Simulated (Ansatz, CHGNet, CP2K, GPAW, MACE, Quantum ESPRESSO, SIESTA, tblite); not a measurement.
**Other levels on (9,9) carbon nanotube bundle (108 atoms)**

The cell holds 108 atoms: 108 C. Cell: a = 15.506 Å, b = 15.506 Å, c = 7.380 Å, α = 90.0°, β = 90.0°, γ = 120.0°. It derives from C (graphene). Graphene sheet (a = 2.46 Å) rolled into a (9,9) tube of diameter 12.21 Å, 3 periods, hexagonal bundle with 3.3 Å between walls; not relaxed, displaced by a Gaussian of 0.02 Å. Then every atom was moved at random, 0.02 Å r.m.s. a Cartesian component.

Geometry: as built.

The reference, a calculation:

```
method                 : Kohn-Sham DFT, PBE, PAW, plane waves (Ansatz 0.2.0); cutoff 420 eV, Γ point, fermi-dirac smearing of 0.05 eV; PAW set soft_2
r.m.s. force component : 1.649 eV/Å
longest force          : 9.274 eV/Å
pressure               : 3.501 GPa
SCF cycles             : 10
time                   : 22 s on 4 threads of Arm Neoverse V1, shared host
CPU time               : 83 s
```

Runs, in no order:
A. GPAW PBE, LCAO dzp, h 0.2 Å: Kohn-Sham DFT, PBE, PAW, atomic orbitals (dzp)
B. SIESTA PBE, DZP, shift 0.01 Ry, mesh 100 Ry: Kohn-Sham DFT, PBE, PseudoDojo 0.4.1 norm-conserving pseudopotentials (converted to PSML), numerical atomic orbitals (DZP), diagonalisation
C. CP2K PBE, TZVP-MOLOPT, 450/50 Ry, diagonalisation: Kohn-Sham DFT, PBE, GTH-PBE pseudopotentials, Gaussian and plane waves, TZVP-MOLOPT-GTH, diagonalisation
D. CP2K PBE, TZVP-UZH, 450/50 Ry, diagonalisation: Kohn-Sham DFT, PBE, GTH-PBE pseudopotentials, Gaussian and plane waves, TZVP-MOLOPT (UZH set), diagonalisation
E. CP2K PBE, DZVP-MOLOPT-SR, 157/50 Ry, diagonalisation: Kohn-Sham DFT, PBE, GTH-PBE pseudopotentials, Gaussian and plane waves, DZVP-MOLOPT-SR-GTH, diagonalisation

Q: Order them from the smallest to the largest r.m.s. force difference.

C, D, E, A, B.

```tsv
run	Δ force, r.m.s. (meV/Å)	share of r.m.s. force (%)	CPU time
C. CP2K PBE, TZVP-MOLOPT, 450/50 Ry, diagonalisation	14.1	0.854	2.2 h
D. CP2K PBE, TZVP-UZH, 450/50 Ry, diagonalisation	27.7	1.68	14 min
E. CP2K PBE, DZVP-MOLOPT-SR, 157/50 Ry, diagonalisation	53.5	3.25	7 min
A. GPAW PBE, LCAO dzp, h 0.2 Å	138	8.36	2.3 min
B. SIESTA PBE, DZP, shift 0.01 Ry, mesh 100 Ry	235	14.2	86 s
```

The electronic-structure runs sample only Γ, in a cell whose shortest periodic width is 7 Å, which is coarse for a cell with partly filled levels.

[Logs are printed without paths, hosts, clocks, repeated set-up lines and the standing remarks that a program may print on its own settings, such as how far it seeks lower states.]

[Hosts, paths, dates, database ids (printed as entryN), source tags and the programs' standing remarks are cut or masked in the printed files.]
